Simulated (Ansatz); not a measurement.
# Arsenene bilayer (AA') in a perpendicular field, part 2 of 3

Wanted: the out-of-plane response of the arsenene bilayer (AA'). A positive field points along +c.

Ansatz 0.2.0; plane-wave DFT, PBE-D3(BJ), Ansatz PAW.

So far. Step 2 (Relaxation): The lattice constant a goes from 3.610 to 3.569 Å.

## Step 3: Atoms held, field 0

A sawtooth potential applies the field, turning back in the middle of the vacuum. With the dipole correction the typed value is the field outside the slab. The induced dipole is small, so the SCF threshold is tight.

The cell differs from the one that the last finished run ended in (c 35.400 → 24.643 Å).

Input file input.yaml:

```yaml
crystal:
  lattice:
    - [3.5692371621, 0.0, 0.0]
    - [-1.7846185811, 3.0910500545, 0.0]
    - [0.0, 0.0, 24.6426272844]
  atoms:
    - { symbol: As, position: [0.6666666667, 0.3333333333, 0.3652207979] }
    - { symbol: As, position: [0.3333333333, 0.6666666667, 0.421981544] }
    - { symbol: As, position: [0.3333333333, 0.6666666667, 0.578018456] }
    - { symbol: As, position: [0.6666666667, 0.3333333333, 0.6347792021] }
kpoints:
  mp_grid: { grid: [18, 18, 1] }
  band_path:
    path: [[0, 0, 0], [0.5, 0, 0], [0.33333333, 0.33333333, 0], [0, 0, 0]]
    npoints: 16
hamiltonian:
  xc: pbe
  dispersion: d3bj
scf:
  occupations: { method: fermi_dirac, width: 0.02585 }
  convergence: { dr2_threshold: 1.0e-10 }
efield:
  axis: 3
  dipole_correction: true
  ramp_position: 0.97
  ramp_width: 0.06
  amplitude: 0
output:
  dos: { projected: true, e_range: [-6, 5] }
  bader: true
  write_potential: true
  write_density: true
  volumetric_format: npy
  elf: true
```

Launch:

```bash
$ ansatz run input.yaml --threads 4 --pin off --max-ram 6144MiB --backend cpu --events-out ev --progress --plain --runs-dir out
```

What it wrote:

```text
[...]
Crystal: 4 atoms, lattice volume = 271.874 Å³
Basis set: ecut = 420 eV, 5237 PW (Γ)
Bands: 36, of which v1, the nominal top of the filled ones, is band 30 counted from 1 (29 counted from 0)
Symmetry: 6 space group operations
k-points: 37 of 324 (time reversal used)
[...]
SCF iter   1: F=—  HF=-19425.513600 eV  |F-HF|=—  |Δ(HF+E_count)|=         —  Δρ=9.22e-4  dr2=2.90e-3  ethr=1.77e-3  p=0.000 e·Å  D=2.07e-16 V/Å  ΔV_dip=-0.00 eV  dr2_dipole=1.55e-9  V_vac-E_F(+/−)=4.58/4.58 eV  ⟨swp⟩=7.8  Hψ=5760  notcnv=0
efield: sawtooth ramp at fractional position 0.9700 (set: `efield.ramp_position`, or a place that a band, a saddle search or an elastic batch's reference lends), width 0.0600; the density the first Hamiltonian is built on has a dipole p = 0.000 e·Å; the dipole correction subtracts the counter field D = 2.07e-16 V/Å, which shifts the + side's vacuum level by -0.00 eV against the − side's; the planar-averaged density in the ramp window peaks in size at 6.2e-6 e/Å³
[...]
SCF iter   2: F=—  HF=-19425.514023 eV  |F-HF|=—  |Δ(HF+E_count)|=   4.22e-4  Δρ=5.49e-4  dr2=9.16e-4  ethr=4.83e-6  p=-0.000 e·Å  D=-1.03e-5 V/Å  ΔV_dip=0.00 eV  dr2_dipole=4.90e-9  V_vac-E_F(+/−)=4.60/4.60 eV  ⟨swp⟩=2.0  Hψ=2902  notcnv=0  defer=58
[...]
SCF iter  11: F=-19425.514400 eV  HF=-19425.514400 eV  |F-HF|=4.73e-11  |Δ(HF+E_count)|=  3.13e-10  Δρ=3.84e-8  dr2=6.41e-12  ethr=1.00e-12  p=-0.000 e·Å  D=-9.84e-8 V/Å  ΔV_dip=0.00 eV  dr2_dipole=6.25e-13  V_vac-E_F(+/−)=4.62/4.62 eV  ⟨swp⟩=7.8  Hψ=3779  notcnv=0
SCF 1 converged in 11 iterations: F = -19425.514400 eV  dr2 = 6.41e-12
[...]
NSCF: frozen V_eff on 49 k-points
efield: sawtooth ramp at fractional position 0.9700 (kept from the solve that this one continues, or follows in the run), width 0.0600; the density the first Hamiltonian is built on has a dipole p = -0.000 e·Å; the dipole correction subtracts the counter field D = -9.84e-8 V/Å, which shifts the + side's vacuum level by +0.00 eV against the − side's; the planar-averaged density in the ramp window peaks in size at 8.7e-8 e/Å³
WARN: The output density's exchange-correlation potential varies sharply where the density is thin. Do not read a vacuum level from v_tot or v_xc, or from such a field of the output density. On a cell that repeats whose density bears no net charge and no dipole along the vacuum's axis use v_es (v_loc + v_h of the components); under efield.dipole_correction with no amplitude use v_es + v_field, which holds any externa [...]
SCF converged after 11 iterations
Free energy (F): -19425.514400 eV
[...]
Internal energy: -19425.514400 eV  (E = F + TS)
E sigma→0 (E₀):  -19425.514400 eV
Fermi energy:    0.168041 eV
Dipole field:    D = 0.000001 V/Å  (p = 0.000001 e·Å, saw-weighted, corrected)
Work function:   Φ+ = 4.6222 eV   Φ− = 4.6223 eV
Levels:          The Fermi level and band energies are counted from a zero that moves with the ramp; work functions are not
[...]
--- Band table (eV; the first three rows and the last of 37) ---
  k-point 0: bands = [... 26 lower, -0.4964, -0.4964, -0.4668, -0.4668, 1.4496, 1.8598, 2.9877, 2.9877, ... 2 higher]
  k-point 1: bands = [... 26 lower, -0.9611, -0.6041, -0.5971, -0.5673, 1.8460, 2.2145, 2.8844, 2.9897, ... 2 higher]
  k-point 2: bands = [... 26 lower, -1.5686, -0.8548, -0.8246, -0.5753, 2.0664, 2.2934, 3.0337, 3.3299, ... 2 higher]
  k-point 36: bands = [... 26 lower, -2.9326, -2.6637, -2.5492, -2.3185, 1.1464, 1.5695, 3.6080, 3.6175, ... 2 higher]
--- Bader charges: 4 sites ---
  site symbol  charge [e]  shift [e]
     0     As     -0.0017     0.0000
     1     As      0.0017     0.0000
     2     As      0.0017     0.0000
     3     As     -0.0017     0.0000
  estimated error of the sums over rays = 1.4e-4 e
```

Wall time 22 s (4 threads of Arm Neoverse V2, shared host); peak memory 0.73 GiB; 86 s of CPU time.

This step gave:

```yaml
gap_on_the_k_mesh: 1.271 eV
dipole_along_the_normal: 1.22e-6 e·Å
gap_along_the_path: 1.274 eV
smallest_direct_gap_along_the_path: 1.663 eV
ionisation_energy_upper_face: 5.257 eV
electron_affinity_upper_face: 3.983 eV
gap_the_smaller_of_path_and_mesh: 1.271 eV
```

Running mean over a fixed 2.6 Å (it still follows the layers) of the planar mean; the ramp of the sawtooth is left out. The electron's electrostatic potential energy less the Fermi level by z:

z (Å), electron's electrostatic potential energy less the Fermi level (eV) and a bar from the least value:
```
      3.5       4.62 ##############################
      4.0       4.62 ##############################
      4.5       4.62 ##############################
      5.0       4.62 ##############################
      5.5       4.61 ##############################
      6.0       4.56 ##############################
      6.5       4.40 #############################
      7.0       3.75 ###########################
      7.5       2.43 ######################
      8.0       1.02 #################
      8.5      -0.91 #########
      9.0      -2.51 ###
      9.5      -3.36 
     10.0      -3.26 #
     10.5      -2.28 ####
     11.0      -0.55 ###########
     11.5       1.19 #################
     12.0       2.20 #####################
     12.5       2.37 ######################
     13.0       1.54 ###################
     13.5       0.02 #############
     14.0      -1.87 ######
     14.5      -3.04 #
     15.0      -3.44 
     15.5      -2.81 ##
     16.0      -1.46 #######
     16.5       0.53 ###############
     17.0       2.05 ####################
     17.5       3.40 #########################
     18.0       4.29 #############################
     18.5       4.54 ##############################
     19.0       4.60 ##############################
     19.5       4.62 ##############################
     20.0       4.62 ##############################
     20.5       4.62 ##############################
     21.0       4.62 ##############################
     21.5       4.62 ##############################
```

The density of states has structure finer than the step of the table below, so its rows give means over 0.25 eV. Peaks (eV: height): -4.480: 6.54, -4.240: 8.08, -2.530: 5.46, -2.110: 5.37, -1.700: 7.75, -1.590: 8.03, -0.710: 10.7.

The density of states by energy, zero at the Fermi level of the run, which the smearing sets inside the gap; means over each step:

| energy (eV) | density of states (states/eV a cell) |
| --- | --- |
| -5.50 | 0 |
| -5.25 | 0.0806 |
| -5.00 | 0.874 |
| -4.75 | 1.08 |
| -4.50 | 4.15 |
| -4.25 | 4.40 |
| -4.00 | 1.86 |
| -3.75 | 1.71 |
| -3.50 | 2.58 |
| -3.25 | 2.78 |
| -3.00 | 2.43 |
| -2.75 | 2.50 |
| -2.50 | 3.59 |
| -2.25 | 3.03 |
| -2.00 | 3.73 |
| -1.75 | 3.88 |
| -1.50 | 3.38 |
| -1.25 | 1.57 |
| -1.00 | 1.56 |
| -0.75 | 2.70 |
| -0.50 | 8.9e-4 |
| -0.25 | 0 |
| 0.00 | 0 |
| 0.25 | 0 |
| 0.50 | 2.7e-4 |
| 0.75 | 0.590 |
| 1.00 | 1.17 |
| 1.25 | 2.16 |
| 1.50 | 3.68 |
| 1.75 | 3.42 |
| 2.00 | 3.18 |
| 2.25 | 2.73 |

Projected DOS per atom over height of the atomic layer and energy from the Fermi level. Layers: As As As As from below.

Values in states/eV, 22 rows by 4 columns, each cell a mean:
```
0.45 0.46 0.46 0.45
0.75 0.77 0.77 0.75
0.87 0.85 0.85 0.87
0.53 0.52 0.52 0.53
0.22 0.20 0.20 0.22
0.01 0.00 0.00 0.01
0.00 0.00 0.00 0.00
0.00 0.00 0.00 0.00
0.45 0.43 0.43 0.45
0.39 0.37 0.37 0.39
0.76 0.72 0.72 0.76
0.95 0.94 0.94 0.95
0.79 0.80 0.80 0.79
0.76 0.74 0.74 0.76
0.64 0.62 0.62 0.64
0.62 0.66 0.66 0.62
0.41 0.42 0.42 0.41
0.98 0.97 0.97 0.98
0.62 0.68 0.68 0.62
0.18 0.18 0.18 0.18
0.00 0.00 0.00 0.00
0.00 0.00 0.00 0.00
```
Columns: height of the atomic layer (Å) from 9 to 15.6 (not evenly spaced); rows upwards: energy from the Fermi level (eV) from -5.96 to 2.59.

The electronic bands at the labelled points (eV, zero at the Fermi level of the run, which the smearing sets inside the gap):

| point | band 27 | band 28 | band 29 | band 30 | band 31 | band 32 | band 33 | band 34 |
| --- | --- | --- | --- | --- | --- | --- | --- | --- |
| Γ | -0.66 | -0.66 | -0.63 | -0.63 | 1.28 | 1.69 | 2.82 | 2.82 |
| halfway | -1.85 | -1.82 | -1.59 | -0.82 | 0.86 | 1.26 | 3.49 | 3.70 |
| M | -2.60 | -2.60 | -2.57 | -2.17 | 1.12 | 1.45 | 1.93 | 2.85 |
| halfway | -3.39 | -3.12 | -2.56 | -2.16 | 1.62 | 2.14 | 2.76 | 3.11 |
| K | -3.10 | -2.83 | -2.72 | -2.49 | 0.98 | 1.40 | 3.44 | 3.45 |
| halfway | -3.01 | -2.97 | -1.53 | -0.82 | 1.83 | 2.37 | 2.70 | 2.95 |
| Γ | -0.66 | -0.66 | -0.63 | -0.63 | 1.28 | 1.69 | 2.82 | 2.82 |

Electrostatic potential energy in the ca plane at fractional y = 0.333, with atoms of As within 0.2 Å of it. With pseudopotentials it is smooth inside the atoms' cores, unlike the true potential.

Values in eV, 5 rows by 16 columns, each cell a mean:
```
  5   5   5  -2 -11  -5   2   4   4   2  -8 -11   1   5   5   5
  5   5   4  -6   3  -9   3   4   4   2  -8  -1  -2   5   5   5
  5   5   5  -2 -11  -6   2   4   4   2  -8 -10   1   5   5   5
  5   5   5   3   0  -3  -1   4   3  -3  -2   1   4   5   5   5
  5   5   5   3   1  -3  -2   4   3  -3  -2   1   4   5   5   5
```
Columns run along c (16.0 Å, from fractional 0.19 to 0.84 of the cell; values clipped at the 3rd and 97th percentile), rows up along a (3.6 Å). Atoms in or near the plane, at fractional coordinates: As at (0.37, 0.67), As at (0.63, 0.67).

ELF in the ca plane at fractional y = 0.333, with atoms of As within 0.2 Å of it. It is the smooth field of the valence electrons, not physical close to the nuclei.

Ten even steps from '0' (0.00) to '9' (0.90), each cell a mean:
```
00000125788766665432000123456667888631000000
00001258998645553110000001245545899864100000
00001369998432442100000000245323699975200000
00001368998523543100000000245423799974200000
00000147898766654211000012356667899852100000
00000013567666665553100245566666775320000000
00000000012234556776201477665533211000000000
00000000000123556776201577655421100000000000
00000001234455666665200366666655443100000000
```
Columns run along c (16.0 Å, from fractional 0.19 to 0.84 of the cell), rows up along a (3.6 Å). Atoms in or near the plane, at fractional coordinates: As at (0.37, 0.67), As at (0.63, 0.67).

Valence density in the ca plane at fractional y = 0.333, with atoms of As within 0.2 Å of it. It is the smooth field of the valence electrons, not physical close to the nuclei.

Ten steps, logarithmic in the rise over the least value, from '0' (0 e/Å³) to '9' (27 e/Å³), each cell a mean:
```
00000000001222211000000000111222110000000000
00000000012575311000000000012466410000000000
00000000014898410000000000012699621000000000
00000000013787310000000000012688521000000000
00000000012343211000000000012344210000000000
00000000001111111100000000111111100000000000
00000000000001111110000001111110000000000000
00000000000001111110000001111100000000000000
00000000000111111100000001111111000000000000
```
Columns run along c (16.0 Å, from fractional 0.19 to 0.84 of the cell), rows up along a (3.6 Å). Atoms in or near the plane, at fractional coordinates: As at (0.37, 0.67), As at (0.63, 0.67).

The gap is 1.27 eV, with the valence edge 5.26 eV and the conduction edge 3.98 eV under the upper vacuum level.

## Step 4: Atoms held, field 0.1 V/Å

input.yaml: that of step 3 with these lines changed.

```diff
@@ -26,6 +26,4 @@
   ramp_width: 0.06
-  amplitude: 0
+  amplitude: 0.1
 output:
-  dos: { projected: true, e_range: [-6, 5] }
-  bader: true
   write_potential: true
@@ -33,2 +31 @@
   volumetric_format: npy
-  elf: true
```

What it wrote:

```text
[...]
Crystal: 4 atoms, lattice volume = 271.874 Å³
Basis set: ecut = 420 eV, 5237 PW (Γ)
Bands: 36, of which v1, the nominal top of the filled ones, is band 30 counted from 1 (29 counted from 0)
Symmetry: 6 space group operations
k-points: 37 of 324 (time reversal used)
[...]
k-point 0: bands = [... 26 lower, -0.5392, -0.5392, -0.4253, -0.4253, 1.4413, 1.8666, 2.9574, 2.9574, ... 2 higher]
  k-point 1: bands = [... 26 lower, -0.9151, -0.6398, -0.6021, -0.5258, 1.8365, 2.2223, 2.8597, 3.0130, ... 2 higher]
  k-point 2: bands = [... 26 lower, -1.5682, -0.8974, -0.7833, -0.5730, 2.0524, 2.3056, 3.0206, 3.3030, ... 2 higher]
  k-point 36: bands = [... 26 lower, -2.9375, -2.6898, -2.5243, -2.3148, 1.1384, 1.5762, 3.6036, 3.6129, ... 2 higher]
[key lines of the parts left out:]
SCF converged after 12 iterations
Free energy (F): -19425.516894 eV
Fermi energy:    0.176147 eV
Dipole field:    D = 0.033199 V/Å  (p = 0.049881 e·Å, saw-weighted, corrected)
```

Wall time 14 s (4 threads); peak memory 0.72 GiB; 55 s of CPU time.

The dipole is 0.0499 e·Å, and the gap 1.223 eV.

## Step 5: Atoms held, field -0.1 V/Å

input.yaml: that of step 4 with these lines changed.

```diff
@@ -26,3 +26,3 @@
   ramp_width: 0.06
-  amplitude: 0.1
+  amplitude: -0.1
 output:
```

What it wrote:

```text
[...]
Crystal: 4 atoms, lattice volume = 271.874 Å³
Basis set: ecut = 420 eV, 5237 PW (Γ)
Bands: 36, of which v1, the nominal top of the filled ones, is band 30 counted from 1 (29 counted from 0)
Symmetry: 6 space group operations
k-points: 37 of 324 (time reversal used)
[...]
k-point 0: bands = [... 26 lower, -0.5392, -0.5392, -0.4253, -0.4253, 1.4413, 1.8666, 2.9574, 2.9574, ... 2 higher]
  k-point 1: bands = [... 26 lower, -0.9151, -0.6398, -0.6021, -0.5258, 1.8365, 2.2223, 2.8597, 3.0130, ... 2 higher]
  k-point 2: bands = [... 26 lower, -1.5682, -0.8974, -0.7833, -0.5730, 2.0524, 2.3056, 3.0206, 3.3030, ... 2 higher]
  k-point 36: bands = [... 26 lower, -2.9375, -2.6898, -2.5243, -2.3148, 1.1384, 1.5762, 3.6036, 3.6129, ... 2 higher]
[key lines of the parts left out:]
SCF converged after 12 iterations
Free energy (F): -19425.516894 eV
Fermi energy:    0.176147 eV
Dipole field:    D = -0.033199 V/Å  (p = -0.049881 e·Å, saw-weighted, corrected)
```

Wall time 14 s (4 threads); peak memory 0.72 GiB.

The dipole is -0.0499 e·Å, and the gap 1.223 eV.

## Step 6: Atoms held, field 0.2 V/Å

input.yaml: that of step 5 with these lines changed.

```diff
@@ -26,3 +26,3 @@
   ramp_width: 0.06
-  amplitude: -0.1
+  amplitude: 0.2
 output:
```

What it wrote:

```text
[...]
Crystal: 4 atoms, lattice volume = 271.874 Å³
Basis set: ecut = 420 eV, 5237 PW (Γ)
Bands: 36, of which v1, the nominal top of the filled ones, is band 30 counted from 1 (29 counted from 0)
Symmetry: 6 space group operations
k-points: 37 of 324 (time reversal used)
[...]
k-point 0: bands = [... 26 lower, -0.5949, -0.5949, -0.3734, -0.3734, 1.4182, 1.8856, 2.9057, 2.9057, ... 2 higher]
  k-point 1: bands = [... 26 lower, -0.8612, -0.6955, -0.5964, -0.4740, 1.8100, 2.2437, 2.8112, 3.0070, ... 2 higher]
  k-point 2: bands = [... 26 lower, -1.5658, -0.9530, -0.7314, -0.5661, 2.0168, 2.3358, 2.9845, 3.2532, ... 2 higher]
  k-point 36: bands = [... 26 lower, -2.9520, -2.7412, -2.4766, -2.3041, 1.1159, 1.5948, 3.5908, 3.5991, ... 2 higher]
[key lines of the parts left out:]
SCF converged after 12 iterations
Free energy (F): -19425.524378 eV
Fermi energy:    0.189921 eV
Dipole field:    D = 0.066431 V/Å  (p = 0.099810 e·Å, saw-weighted, corrected)
```

Run time: 14 s. Hardware: 4 threads; peak memory 0.71 GiB.

The dipole is 0.0998 e·Å, and the gap 1.153 eV.

## Step 7: Single point, field -0.2 V/Å

input.yaml: that of step 6 with these lines changed.

```diff
@@ -26,3 +26,3 @@
   ramp_width: 0.06
-  amplitude: 0.2
+  amplitude: -0.2
 output:
```

What it wrote:

```text
[...]
Crystal: 4 atoms, lattice volume = 271.874 Å³
Basis set: ecut = 420 eV, 5237 PW (Γ)
Bands: 36, of which v1, the nominal top of the filled ones, is band 30 counted from 1 (29 counted from 0)
Symmetry: 6 space group operations
k-points: 37 of 324 (time reversal used)
[...]
k-point 0: bands = [... 26 lower, -0.5949, -0.5949, -0.3734, -0.3734, 1.4182, 1.8856, 2.9057, 2.9057, ... 2 higher]
  k-point 1: bands = [... 26 lower, -0.8612, -0.6955, -0.5964, -0.4740, 1.8100, 2.2437, 2.8112, 3.0070, ... 2 higher]
  k-point 2: bands = [... 26 lower, -1.5658, -0.9530, -0.7314, -0.5661, 2.0168, 2.3358, 2.9845, 3.2532, ... 2 higher]
  k-point 36: bands = [... 26 lower, -2.9520, -2.7412, -2.4766, -2.3041, 1.1159, 1.5948, 3.5908, 3.5991, ... 2 higher]
[key lines of the parts left out:]
SCF converged after 12 iterations
Free energy (F): -19425.524378 eV
Fermi energy:    0.189921 eV
Dipole field:    D = -0.066431 V/Å  (p = -0.099810 e·Å, saw-weighted, corrected)
```

Run time: 14 s. Hardware: 4 threads; peak memory 0.71 GiB.

The dipole is -0.0998 e·Å, and the gap 1.153 eV.

## Step 8: Single point, field 0.35 V/Å

input.yaml: that of step 7 with these lines changed.

```diff
@@ -26,4 +26,6 @@
   ramp_width: 0.06
-  amplitude: -0.2
+  amplitude: 0.35
 output:
+  dos: { projected: true, e_range: [-6, 5] }
+  bader: true
   write_potential: true
@@ -31 +33,2 @@
   volumetric_format: npy
+  elf: true
```

What it wrote:

```text
[...]
Crystal: 4 atoms, lattice volume = 271.874 Å³
Basis set: ecut = 420 eV, 5237 PW (Γ)
Bands: 36, of which v1, the nominal top of the filled ones, is band 30 counted from 1 (29 counted from 0)
Symmetry: 6 space group operations
k-points: 37 of 324 (time reversal used)
[...]
k-point 2: bands = [... 26 lower, -1.5514, -1.0391, -0.6560, -0.5484, 1.9428, 2.3939, 2.8914, 3.1700, ... 2 higher]
  k-point 36: bands = [... 26 lower, -2.9892, -2.8294, -2.3987, -2.2776, 1.0622, 1.6379, 3.5569, 3.5632, ... 2 higher]
--- Bader charges: 4 sites ---
  site symbol  charge [e]  shift [e]
     0     As     -0.0288     0.0000
     1     As      0.0215     0.0000
     2     As     -0.0181     0.0000
     3     As      0.0255     0.0000
  estimated error of the sums over rays = 1.5e-4 e
[key lines of the parts left out:]
SCF converged after 13 iterations
Free energy (F): -19425.544980 eV
Fermi energy:    0.204106 eV
Dipole field:    D = 0.116427 V/Å  (p = 0.174928 e·Å, saw-weighted, corrected)
```

The job ended after 24 s (4 threads; peak memory 0.72 GiB; 93 s of CPU time).

The dipole is 0.175 e·Å, and the gap 1.032 eV.

(Part 2 of 3 ends here.)

[Long decimals in the printed logs are rounded to 6 places.]

[Logs are printed without paths, hosts, clocks, repeated set-up lines and the standing remarks that a program may print on its own settings, such as how far it seeks lower states.]

[Hosts, paths, dates, database ids (printed as entryN), source tags and the programs' standing remarks are cut or masked in the printed files.]

[Maps of the electrostatic potential energy from Ansatz leave out the sawtooth potential of an applied field or a dipole correction, so their vacuum need not be flat; planar profiles and work functions include it.]
